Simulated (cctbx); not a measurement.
**Occupancies in CaCu2GeTe2S2**

Cell a = 6.2360 Å, b = 6.2360 Å, c = 15.6320 Å, α = 90.00°, β = 90.00°, γ = 120.00°; space group P3_121 (no. 152); nominal formula CaCu2GeTe2S2.

The data are simulated with cctbx, not measured: Cu Kα, λ = 1.54184 Å, to d = 0.83 Å, 50 % of the full sphere, strongest reflection 20000 counts, noise from counting, a 6 % proportional error and a noise floor of 4 counts (s.d.); no absorption.

With every site full:

```text
Rint 0.044, 627 unique reflections to 0.83 A
cycle     R1     wR2    GooF  max shift (A)
   1  0.0922  0.2217   5.037   0.00530
   2  0.0236  0.0659   1.498   0.00003
final R1 0.0236 wR2 0.0659 GooF 1.498  parameters 37  data/parameter 16.9
atom        x        y        z      Ueq    occ   su(xyz)  su(Uiso or U11)
Te1    0.54712  0.49524  0.88321   0.0072  1.000  0.00009  0.0003
Ge1    0.29181  0.29181  0.00000   0.0086  1.000  0.00021  0.0004
Cu1    0.66005  0.08528  0.59005   0.0109  1.000  0.00021  0.0006
Ca1    0.57980  0.00000  0.83333   0.0268  1.000  0.00045  0.0011
S1     0.67201  0.76009  0.66764   0.0123  1.000  0.00040  0.0008
difference map: max 0.71 min -2.15 rms 0.25
Q1    0.2017  0.5717  0.7575    6    0.73  0.91 A from Te1
Q2    0.2428  0.5100  0.2149    6    0.69  1.93 A from Ca1
Q3    0.0130  0.2101  0.4951    6    0.64  1.95 A from Te1
Q4    0.0682  0.7410  0.4961    6    0.63  1.46 A from Cu1
Q5    0.0495  0.1380  0.5557    6    0.62  2.27 A from Ca1
Q6    0.0608  0.8501  0.4427    6    0.60  1.37 A from Cu1
```

With the occupancies of the suspect sites free, each still typed as its main element:

```text
Rint 0.044, 627 unique reflections to 0.83 A
cycle     R1     wR2    GooF  max shift (A)
   1  0.0541  0.1505   3.423   0.00026
  20  0.0178  0.0435   0.990   0.00008
final R1 0.0177 wR2 0.0432 GooF 0.981  parameters 38  data/parameter 16.5
atom        x        y        z      Ueq    occ   su(xyz)  su(Uiso or U11)
Te1    0.54711  0.49517  0.88321   0.0072  1.000  0.00006  0.0002
Ge1    0.29185  0.29185  0.00000   0.0088  1.000  0.00014  0.0003
Cu1    0.66004  0.08542  0.59004   0.0110  1.000  0.00013  0.0004
Ca1    0.58012  0.00000  0.83333   0.0153  0.819  0.00029  0.0009
S1     0.67239  0.76000  0.66765   0.0121  1.000  0.00026  0.0006
su of occupancy Ca1: 0.008
difference map: max 0.56 min -0.82 rms 0.16
Q1    0.2347  0.5104  0.2131    6    0.58  1.87 A from Ca1
Q2    0.1388  0.8223  0.1315    6    0.57  1.42 A from Ca1
Q3    0.2078  0.5810  0.7593    6    0.56  0.92 A from Te1
Q4    0.1152  0.2476  0.2785    6    0.56  1.06 A from S1
Q5    0.0423  0.4958  0.3807    6    0.51  1.03 A from Cu1
Q6    0.0359  0.1406  0.5573    6    0.50  2.25 A from Cu1
```

**Question.** What is the disorder?

X-rays count electrons. Ca1 refines to 0.819(0.008), or 16.4 electrons; the site truly holds 0.75 Ca, 15.0 electrons, which is 0.750 of Ca. A value under 1 can't tell vacancies from a lighter guest, and one over 1 needs a heavier guest; chemistry or a second radiation must settle which. Occupancy correlates with U and the scale, so the match is approximate.

Freeing them takes R1 from 0.0236 to 0.0177 and GooF from 1.50 to 0.98.

The model was made for the exercise: a known structure type with other elements put in, its volume estimated, not relaxed; displacement parameters are assumed.

[Middle refinement cycles are left out of these outputs.]

[Logs are printed without paths, hosts, clocks, repeated set-up lines and the standing remarks that a program may print on its own settings, such as how far it seeks lower states.]
